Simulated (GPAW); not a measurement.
# W2CCl2 MXene monolayer: work function by functional and basis, part 2 of 2

How far do functional and basis move the work function of W2CCl2 MXene monolayer?

GPAW 26.7.0; GPAW, PAW setups; layer in a repeated cell with vacuum, relaxation of atoms and in-plane cell (the session's first sound run).

So far, upper work function (eV): step 3 (plane waves, PBE) 4.03; step 4 (self-consistent run: xc = "LDA") 4.32; step 5 (self-consistent run: xc = "RPBE") 3.93; step 6 (OptPBE vdW: xc = "optPBE-vdW", GPAW, PAW setups, GPAW) 4.29; step 7 (self-consistent run: xc = "vdW-DF2", GPAW, PAW setups, GPAW) 4.48.

## Step 8: Self-consistent run: xc = "revPBE"

Level of this step: GPAW, PAW setups; slab in vacuum (GPAW).

The same geometry under revPBE, to see how far the functional moves the levels against the vacuum.

File run.py:

```python
import json
import numpy as np
from ase import Atoms
from gpaw import GPAW, PW

slab = Atoms(
    ['Cl', 'W', 'C', 'W', 'Cl'],
    positions=[
        [-0.00000, 1.95075, 8.00000],
        [1.68939, 0.97538, 9.80856],
        [0.00000, 0.00000, 10.72621],
        [-0.00000, 1.95075, 11.64387],
        [1.68939, 0.97538, 13.45242]],
    cell=[[3.37879, -0.0, 0.0], [-1.68939, 2.92612, 0.0], [0.0, 0.0, 21.4524]],
    pbc=[True, True, False])

slab.calc = GPAW(mode=PW(500), xc='revPBE', kpts={'size': (12, 12, 1), 'gamma': True},
                 occupations={'name': 'fermi-dirac', 'width': 0.05}, nbands='160%',
                 convergence={'density': 1e-05}, maxiter=200,
                 poissonsolver={'dipolelayer': 'xy'},
                 symmetry={'tolerance': 1e-3}, txt='slab.txt')
result = {}
energy = slab.get_potential_energy()
fermi = slab.calc.get_fermi_level()
v = slab.calc.get_electrostatic_potential().mean((0, 1)) - fermi
n = slab.calc.get_pseudo_density().mean((0, 1))
L = slab.cell[2, 2]
z = np.arange(len(v)) * L / len(v)
low, high = slab.positions[:, 2].min(), slab.positions[:, 2].max()
below, above = np.interp([low - 5.8, high + 5.8], z, v)
slopes = [np.interp(x, z, np.gradient(v, z)) for x in (low - 5.8, high + 5.8)]
eps = np.array([[slab.calc.get_eigenvalues(k, s) for k in range(len(slab.calc.get_ibz_k_points()))]
                for s in range(slab.calc.get_number_of_spins())]) - fermi
top, bottom = eps[eps < 0].max(), eps[eps > 0].min()
dipole = slab.get_dipole_moment()[2]
print(f'energy {energy:.4f} eV, Fermi level {fermi:.4f} eV, dipole {dipole:.5f} e A')
print(f'potential 5.8 A off the faces, from the Fermi level: lower {below:.4f} eV, upper {above:.4f} eV')
print(f'slope of the potential there: lower {slopes[0]:.5f}, upper {slopes[1]:.5f} eV/A')
print(f'nearest levels on the mesh: {top:.4f} and {bottom:.4f} eV')
print('magnetic moment', round(slab.get_magnetic_moment(), 3))
result.update(energy=energy, fermi=fermi, dipole=dipole, below=below, above=above, slopes=slopes, edges=[top, bottom],
              z=z.tolist(), v=v.tolist(), n=n.tolist(), positions=slab.positions.tolist(),
              forces=slab.get_forces(apply_constraint=False).tolist(), moments=slab.get_magnetic_moments().tolist())
json.dump(result, open('result.json', 'w'))
```

Command:

```console
$ OMP_NUM_THREADS=1 OPENBLAS_NUM_THREADS=1 python run.py
```

The program printed:

```text
energy -35.1113 eV, Fermi level 1.4202 eV, dipole 0.00049 e A
potential 5.8 A off the faces, from the Fermi level: lower 3.9273 eV, upper 3.9197 eV
slope of the potential there: lower 0.00001, upper -0.00001 eV/A
nearest levels on the mesh: -0.0426 and 0.0789 eV
magnetic moment 0.0
```

Run time: 1.8 min. Hardware: 1 thread of Arm Neoverse V1, shared host; peak memory 0.28 GiB.

This step gave:

```yaml
levels_nearest_the_fermi_level_on_the_mesh: -0.04261, 0.07889 eV from the Fermi level
upper_work_function: 3.920 eV
lower_work_function: 3.927 eV
```

The upper face's work function is 3.920 eV, against 4.029 eV in the first plane-wave PBE run at this geometry.

## Step 9: Real-space grid: mode = "fd"

A real-space grid is a second complete basis, so it checks the plane-wave result.

Changes to run.py since step 8:

```diff
@@ -3,3 +3,3 @@
 from ase import Atoms
-from gpaw import GPAW, PW
+from gpaw import GPAW
 
@@ -16,3 +16,3 @@
 
-slab.calc = GPAW(mode=PW(500), xc='revPBE', kpts={'size': (12, 12, 1), 'gamma': True},
+slab.calc = GPAW(mode='fd', h=0.18, xc='PBE', kpts={'size': (12, 12, 1), 'gamma': True},
                  occupations={'name': 'fermi-dirac', 'width': 0.05}, nbands='160%',
```

The program printed:

```text
energy -36.8899 eV, Fermi level -4.0329 eV, dipole 0.00042 e A
potential 5.8 A off the faces, from the Fermi level: lower 4.0366 eV, upper 4.0291 eV
slope of the potential there: lower -0.00000, upper 0.00000 eV/A
nearest levels on the mesh: -0.0420 and 0.0771 eV
magnetic moment 0.0
```

It took 3.4 min on 1 thread; peak memory 0.68 GiB.

Numbers from this step:

```yaml
dipole_along_the_normal: 4.19e-4 e·Å
levels_nearest_the_fermi_level_on_the_mesh: -0.04197, 0.07712 eV from the Fermi level
upper_work_function: 4.029 eV
lower_work_function: 4.037 eV
```

Electrostatic potential energy of an electron (without an applied field's), less the Fermi level, planar mean against z:

```csv
z (Å),"electrostatic potential energy of an electron (without an applied field's), less the Fermi level, planar mean (eV)"
0.0,4.03
0.5,4.04
1.0,4.04
1.5,4.04
2.0,4.04
2.5,4.04
3.0,4.04
3.5,4.04
4.0,4.04
4.5,4.04
5.0,4.03
5.5,4.03
6.0,3.98
6.5,3.75
7.0,2.50
7.5,-4.00
8.0,-17.3
8.5,-6.23
9.0,-5.56
9.5,-17.1
10.0,-20.6
10.5,-15.0
11.0,-14.8
11.5,-21.2
12.0,-15.8
12.5,-4.98
13.0,-7.24
13.5,-17.1
14.0,-2.93
14.5,2.73
15.0,3.79
15.5,3.98
16.0,4.02
16.5,4.03
17.0,4.03
17.5,4.03
18.0,4.03
18.5,4.03
19.0,4.03
19.5,4.03
20.0,4.03
20.5,4.03
21.0,4.03
```

The upper face's work function is 4.029 eV, against 4.029 eV in the first plane-wave PBE run at this geometry.

## Step 10: Atomic orbitals: mode = "lcao"

Atom-centred orbitals end a few angstrom from the surface, which tests how much the density's tail matters.

Changes to run.py since step 9:

```diff
@@ -16,4 +16,4 @@
 
-slab.calc = GPAW(mode='fd', h=0.18, xc='PBE', kpts={'size': (12, 12, 1), 'gamma': True},
-                 occupations={'name': 'fermi-dirac', 'width': 0.05}, nbands='160%',
+slab.calc = GPAW(mode='lcao', basis='dzp', h=0.18, xc='PBE', kpts={'size': (12, 12, 1), 'gamma': True},
+                 occupations={'name': 'fermi-dirac', 'width': 0.05}, nbands='120%',
                  convergence={'density': 1e-05}, maxiter=200,
```

The program printed:

```text
energy -35.4400 eV, Fermi level -4.1094 eV, dipole 0.00042 e A
potential 5.8 A off the faces, from the Fermi level: lower 4.1132 eV, upper 4.1056 eV
slope of the potential there: lower -0.00000, upper -0.00000 eV/A
nearest levels on the mesh: -0.0698 and 0.0891 eV
magnetic moment 0.0
```

Run time: 2.8 min. Hardware: 1 thread; peak memory 0.3 GiB.

Numbers from this step:

```
levels nearest the Fermi level on the mesh : -0.06979, 0.08914 eV from the Fermi level
upper work function                        : 4.106 eV
lower work function                        : 4.113 eV
```

The upper face's work function is 4.106 eV, against 4.029 eV in the first plane-wave PBE run at this geometry.

## Step 11: Cost and result by level

Times are for 1 thread of Arm Neoverse V1, shared host. Results by setting:

```csv
no.,run,upper work function (eV),lower work function (eV),time,memory (GiB)
1,pw,4.029,4.036,1.8 min,0.27
2,LDA,4.320,4.327,1.8 min,0.28
3,RPBE,3.926,3.933,1.8 min,0.27
4,optPBE vdW,4.286,4.294,2.1 min,0.46
5,vdW DF2,4.477,4.484,1.9 min,0.46
6,revPBE,3.920,3.927,1.8 min,0.28
7,fd,4.029,4.037,3.4 min,0.68
8,lcao,4.106,4.113,2.8 min,0.3
```

## Step 12: Side by side

Results and costs are gathered.

This step: comparison of work functions, dipole and cost (GPAW 26.7.0).

Ladder, by row:

```csv
step,code,"work function, upper (eV)","work function, lower (eV)",dipole (e Å),wall time (s),peak memory (GiB),threads
pw,GPAW,4.029,4.036,4.91e-4,105.1,0.27,1
LDA,GPAW,4.32,4.327,4.92e-4,107.8,0.28,1
RPBE,GPAW,3.926,3.933,4.91e-4,108.6,0.27,1
optPBE-vdW,GPAW,4.286,4.294,4.90e-4,124.8,0.46,1
vdW-DF2,GPAW,4.477,4.484,4.91e-4,117,0.46,1
revPBE,GPAW,3.92,3.927,4.91e-4,105.5,0.28,1
fd,GPAW,4.029,4.037,4.19e-4,201.8,0.68,1
lcao,GPAW,4.106,4.113,4.19e-4,170.2,0.3,1
```

## Step 13: A changed run

One more run, with changed settings.

This step: GPAW, PAW setups; slab in vacuum (GPAW 26.7.0).

Changes to run.py since step 10:

```diff
@@ -3,3 +3,3 @@
 from ase import Atoms
-from gpaw import GPAW
+from gpaw import GPAW, PW
 
@@ -16,5 +16,5 @@
 
-slab.calc = GPAW(mode='lcao', basis='dzp', h=0.18, xc='PBE', kpts={'size': (12, 12, 1), 'gamma': True},
-                 occupations={'name': 'fermi-dirac', 'width': 0.05}, nbands='120%',
-                 convergence={'density': 1e-05}, maxiter=200,
+slab.calc = GPAW(mode=PW(500), xc='PBE', kpts={'size': (12, 12, 1), 'gamma': True},
+                 occupations={'name': 'fermi-dirac', 'width': 0.05}, nbands='160%',
+                 convergence={'density': 1e-05}, maxiter=3,
                  poissonsolver={'dipolelayer': 'xy'},
```

The program printed:

```text
gpaw.KohnShamConvergenceError
```

The job ended after 26 s (1 thread; peak memory 0.27 GiB).

No converged result was reached; the numbers in the log don't describe the system.

The fault put into the input: too few SCF iterations (maxiter = 3).

## Step 14: What came out

```json
{
 "work function, upper and lower face": "4.029 and 4.036 eV",
 "dipole along the normal": "4.9e-4 e Å"
}
```

**Reading.** With plane waves and PBE the work function is 4.03 eV on the upper face and 4.04 eV on the lower. Over the sound runs of the table the upper face's work function spans 3.920 (revPBE) to 4.477 eV (vdW-DF2). The starting lattice was a guess from atomic radii; the relaxation moved it by 8 %. The small printed dipole stands for a step of -9.0 meV from the lower to the upper face, and the probes find -7.5 meV; values this small are near the numerical noise of both. The layer's cell and atoms come from the relaxation; spin-orbit coupling and temperature are left out.

[Logs are printed without paths, hosts, clocks, repeated set-up lines and the standing remarks that a program may print on its own settings, such as how far it seeks lower states.]

[Hosts, paths, dates, database ids (printed as entryN), source tags and the programs' standing remarks are cut or masked in the printed files.]
